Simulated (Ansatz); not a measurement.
# Starting-point dependence of the GW gap of BiOBr (P4/nmm), part 2 of 2

How much of the starting functional survives in the G0W0 gap of BiOBr (P4/nmm)?

Ansatz 0.2.0; G0W0 on several functionals, plane waves, PAW. Known limits of the many-body steps: not at the basis limit; no spin-orbit coupling; coarse k mesh.

So far. Step 3 (G0W0 on r2SCAN): Against the run with 4×4×2 mesh, 281 empty bands, screening to 100 eV on LDA, the gap moves by +0.19 eV, while the start moved by +0.52 eV. Step 4 (G0W0 on HSE06): Against the run with 4×4×2 mesh, 281 empty bands, screening to 100 eV on r2SCAN, the gap moves by +0.24 eV, while the start moved by +0.51 eV.

The database entry behind the starting cell differs from later determinations by our own check (0.1 to 0.3 % short, probably kX units), so it need not match the best structure at ambient conditions.

In doubt: masses and optical values from hybrid runs of this build are listed as unsure (steps 4, 5, 6), which bears on the screening that GW takes from such a start.

## Step 5: G0W0 on PBE0

This step: G0W0 on PBE0, plane waves, PAW.

File input.yaml:

```yaml
crystal:
  lattice:
    - [3.916, 0.0, 0.0]
    - [0.0, 3.916, 0.0]
    - [0.0, 0.0, 8.077]
  atoms:
    - { symbol: Bi, position: [0.0, 0.5, 0.154] }
    - { symbol: Bi, position: [0.5, 0.0, 0.846] }
    - { symbol: Br, position: [0.0, 0.5, 0.653] }
    - { symbol: Br, position: [0.5, 0.0, 0.347] }
    - { symbol: O, position: [0.0, 0.0, 0.0] }
    - { symbol: O, position: [0.5, 0.5, 0.0] }
kpoints:
  mp_grid: { grid: [4, 4, 2] }
hamiltonian:
  xc: pbe0
scf:
  occupations: { method: fixed }
gw:
  n_empty_bands: 281
  ecut_chi: 100
  qp_bands: [v2, c2]
  qp_kpoints: band_edges
  screening: { model: contour_deformation }
```

Started as:

```sh
$ ansatz run input.yaml --threads 3 --pin off --max-ram 92160MiB --backend cuda --events-out ev --progress --plain --runs-dir out --devices 1 --max-vram 13GiB
```

Numbers of over 12 decimals in the logs are rounded to 6 here.

Output:

```text
GPUs: using 1 of 1 available (devices: 1).
[...]
GPU FFT provider: cuFFT
GPU libraries: cuBLAS 13.8.2, cuFFT 12.4.0, cuSOLVER 12.3.4
Crystal: 6 atoms, lattice volume = 123.861 Å³
Basis set: ecut = 420 eV, 2419 PW (Γ)
Bands: 34, of which v1, the nominal top of the filled ones, is band 28 counted from 1 (27 counted from 0)
Symmetry: 16 space group operations
[...]
k-points: 12 of 32
[...]
1    29     10.3385    -9.2857    -3.3323   -12.6286  0.8430    10.3491    10.3491  root
     1    30     10.7688    -9.0638    -3.5191   -12.6170  0.8446    10.8029    10.8029  root
[...]
10    27      5.6181   -19.9413     2.5166   -17.4132  0.7966     5.6066     5.6066  root
    10    28      5.6181   -19.9413     2.5166   -17.4132  0.7966     5.6066     5.6066  root
    10    29     11.5797    -9.9489    -3.3803   -13.3973  0.8384    11.6478    11.6477  root
    10    30     11.5797    -9.9489    -3.3803   -13.3973  0.8384    11.6478    11.6477  root
[key lines of the parts left out:]
Free energy (F): -31500.266198 eV
Fermi energy:    6.464120 eV
```

Run time: 50 s. Hardware: 1 × NVIDIA H100 80GB HBM3 (shared by 6 runs) with 3 threads of AMD EPYC 7R13 (Zen 3), shared host; peak memory 1.7 GiB; 56 s of CPU time.

This step gave:

```yaml
bands_summed: 309
rpa_eps_infinity_on_this_mesh_eigenvalues: 4.025, 5.123, 5.123
plane_waves_in_the_screening_matrix: 281
g0w0_gap_on_the_mesh: 3.703 eV
k_of_the_valence_top: 0, -0.5, -0.5
k_of_the_conduction_bottom: 0, 0, -0.5
starting_gap_on_the_mesh: 3.874 eV
least_direct_g0w0_gap_on_the_computed_points: 4.011 eV
```

Against the run with 4×4×2 mesh, 281 empty bands, screening to 100 eV on HSE06, the gap moves by +0.19 eV, while the start moved by +0.68 eV.

## Step 6: G0W0 on Hartree-Fock

This step: G0W0 on Hartree-Fock, plane waves, PAW.

input.yaml, as its differences from that of step 5:

```diff
@@ -15,3 +15,3 @@
 hamiltonian:
-  xc: pbe0
+  xc: hf
 scf:
```

Output:

```text
GPUs: using 1 of 1 available (devices: 1).
[...]
GPU FFT provider: cuFFT
GPU libraries: cuBLAS 13.8.2, cuFFT 12.4.0, cuSOLVER 12.3.4
Crystal: 6 atoms, lattice volume = 123.861 Å³
Basis set: ecut = 420 eV, 2419 PW (Γ)
Bands: 34, of which v1, the nominal top of the filled ones, is band 28 counted from 1 (27 counted from 0)
Symmetry: 16 space group operations
[...]
k-points: 12 of 32
[...]
1    29     13.9114    -8.4751    -2.7658    -8.5172  0.9023    11.2050    11.1878  root
     1    30     14.5049    -8.3176    -2.8972    -8.3581  0.9031    11.6675    11.6482  root
[...]
10    27      3.2349   -19.9895     1.7865   -19.9576  0.8794     4.9789     4.9894  root
    10    28      3.2349   -19.9895     1.7865   -19.9576  0.8794     4.9789     4.9894  root
    10    29     15.2480    -8.9745    -2.7571    -9.0107  0.9000    12.5446    12.5271  root
    10    30     15.2480    -8.9745    -2.7571    -9.0107  0.9000    12.5446    12.5271  root
[key lines of the parts left out:]
Free energy (F): -31127.305414 eV
Fermi energy:    4.552538 eV
```

Elapsed: 47 s, on 1 × NVIDIA H100 80GB HBM3 (shared by 6 runs) with 3 threads; peak memory 1.7 GiB.

Numbers from this step:

| Property | Result |
| --- | --- |
| bands summed | 309 |
| RPA ε∞ on this mesh (eigenvalues) | 2.535, 2.864, 2.864 |
| plane waves in the screening matrix | 281 |
| G0W0 gap on the mesh | 5.160 eV |
| k of the valence top | 0, -0.5, -0.5 |
| k of the conduction bottom | 0, 0, -0.5 |
| starting gap on the mesh | 9.359 eV |
| least direct G0W0 gap on the computed points | 5.362 eV |

Against the run with 4×4×2 mesh, 281 empty bands, screening to 100 eV on PBE0, the gap moves by +1.46 eV, while the start moved by +5.48 eV.

## Step 7: The starts together

All on the 4×4×2 mesh with 281 empty bands and screening to 100 eV. Times are wall times on 1 × NVIDIA H100 80GB HBM3 (shared by 6 runs) with 3 threads of AMD EPYC 7R13 (Zen 3), shared host, good to a factor of about two.

```tsv
start	starting gap (eV)	shift (eV)	G0W0 gap (eV)	RPA ε∞ (harmonic mean)	Z (valence, conduction)	time
LDA	2.16	+0.92	3.08	6.79	0.76, 0.81	8.3 s
r2SCAN	2.68	+0.60	3.27	5.60	0.77, 0.82	14 s
HSE06	3.19	+0.32	3.52	5.08	0.79, 0.83	61 s
PBE0	3.87	−0.17	3.70	4.70	0.80, 0.84	50 s
Hartree-Fock	9.36	−4.20	5.16	2.75	0.88, 0.90	47 s
```

How the two edges are built up, in eV (the quasiparticle level is the starting level plus Σx plus Σc less Vxc):

```tsv
run	edge	start	Σx	Σc	Vxc	Z	QP
LDA	valence top	7.13	-21.18	2.54	-18.39	0.76	6.88
LDA	conduction bottom	9.33	-9.79	-3.50	-13.92	0.81	9.96
r2SCAN	valence top	7.22	-21.18	2.51	-18.38	0.77	6.93
r2SCAN	conduction bottom	9.90	-9.48	-3.44	-13.23	0.82	10.20
HSE06	valence top	6.82	-21.08	2.32	-18.69	0.79	6.75
HSE06	conduction bottom	10.01	-9.31	-3.41	-12.97	0.83	10.27
PBE0	valence top	6.46	-21.09	2.21	-19.06	0.80	6.65
PBE0	conduction bottom	10.34	-9.29	-3.33	-12.63	0.84	10.35
```

For a hybrid start, Vxc holds its share of exact exchange. Where G0W0 reorders the edges (LDA), the two states listed lie further apart at the start than the starting gap.

## Step 8: Outcome

```json
{
  "G0W0@LDA": "3.08 eV (start 2.16 eV)",
  "G0W0@r2SCAN": "3.27 eV (start 2.68 eV)",
  "G0W0@HSE06": "3.52 eV (start 3.19 eV)",
  "G0W0@PBE0": "3.70 eV (start 3.87 eV)",
  "G0W0@Hartree-Fock": "5.16 eV (start 9.36 eV)",
  "known limits": "not at the basis limit; no spin-orbit coupling; coarse k mesh"
}
```

**Reading.** The starting gaps span 7.20 eV and the G0W0 gaps 2.08 eV. Between LDA and Hartree-Fock, 2.08 eV of the 7.20 eV survives, 29 %. Hartree-Fock screens less than LDA (ε∞ 2.75 against 6.79). Of the 2.08 eV by which its G0W0 gap is higher, the correlation part gives +1.75 eV, and exchange with the one-particle terms, which follow the orbitals, +0.33 eV. On PBE0 and Hartree-Fock the correction is negative: that start lies above its own G0W0 value. The smallest correction, −0.17 eV, is on PBE0, the start nearest to reproducing itself. Bands and cutoff are finite, so the gap is not at the basis limit. The miss can reach some tenths of an eV and take either sign; the mesh is an error of its own. The 4×4×2 mesh is coarse for this cell (its supercell is 16 Å along the shortest edge). The RPA ε∞ on it, from the LDA start, is 5.60 and 7.60; such meshes misread the long-range screening, most where the gap is narrow. The program warns that the mesh is coarse for exact exchange, which bears on the hybrid start's gap. Where an edge is built on 6p states of lead, bismuth or thallium, scalar-relativistic gaps usually stand too wide, by a few tenths to over one eV. The many-body steps are scalar-relativistic: spin-orbit coupling is not in them.

[Paths, hosts, dates, memory and timing lines, banners, echoed tables and standing remarks are left out of the program output.]

[Logs are printed without paths, hosts, clocks, repeated set-up lines and the standing remarks that a program may print on its own settings, such as how far it seeks lower states.]

[Runs of the session that timed out or met a known fault of the program may be left out.]

[Cells called generated may have been cut or substituted from an entry of the Crystallography Open Database or the Materials Project.]

[Hosts, paths, dates, database ids (printed as entryN), source tags and the programs' standing remarks are cut or masked in the printed files.]
